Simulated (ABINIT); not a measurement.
GaP (F-43m): refractive index against wavelength

The refractive index of GaP (F-43m) below the direct gap (1.82 eV on the mesh) is read from one computed spectrum, n = √(Re ε).

Cell: a, b, c = 3.854, 3.854, 3.854 Å (primitive vectors), 2 atoms.

Method: ABINIT 10.8.3, PBE, independent particles, k-mesh 11×11×11, Lorentzian half width 0.05 eV.

Launch of the response step: `optic optic.abi`. The run took 56 s, its band step included, on 4 threads of Intel(R) Xeon(R) Platinum 8488C (Sapphire Rapids), on a shared host.

```tsv
wavelength (nm)	photon energy E (eV)	n
3000	0.413	3.3383
2000	0.620	3.3598
1550	0.800	?
1310	0.946	3.4149
1064	1.165	3.4701
```

In the single-oscillator model n² − 1 = E₀E_d/(E₀² − E²), so 1/(n² − 1) = E₀/E_d − E²/(E₀E_d) is linear in E².

Working, on the rows shown:

| x = E² (eV²) | y = 1/(n² − 1) |
| --- | --- |
| 0.170801 | 0.098578 |
| 0.384302 | 0.0971982 |
| 0.895757 | 0.0937951 |
| 1.35784 | 0.0905666 |

Means: x̄ = 0.70218, ȳ = 0.095034. Σ(x − x̄)(y − ȳ) = -0.00574, Σ(x − x̄)² = 0.8508. Slope = -0.00574 / 0.8508 = -0.006747; intercept = ȳ − slope · x̄ = 0.099772. Turned back into n, the line misses the rows shown by at most 0.0011.

Fill in the last column of the withheld row.

At x = 0.63984 the line gives y = 0.095455, that is 3.3876. The run gave 3.3867, so the interpolation is off by 0.00094, 0.7 % of the range in the table.

Refitted with all rows, the slope is -0.00675 and the intercept 0.099786. These give E₀ = √(intercept/−slope) = 3.84 eV and E_d = E₀/intercept = 38.5 eV; E₀ is 2.1 times the direct gap. The electronic limit at long wavelengths, without lattice vibrations, is n = √(1 + 1/intercept) = 3.320. Excitons are left out and so are local fields; PBE gaps are as a rule too small. The values come from a sum over the points of one k-mesh and carry its error, which grows as the direct gap shrinks. Spin-orbit coupling is left out.

[Logs are printed without paths, hosts, clocks, repeated set-up lines and the standing remarks that a program may print on its own settings, such as how far it seeks lower states.]
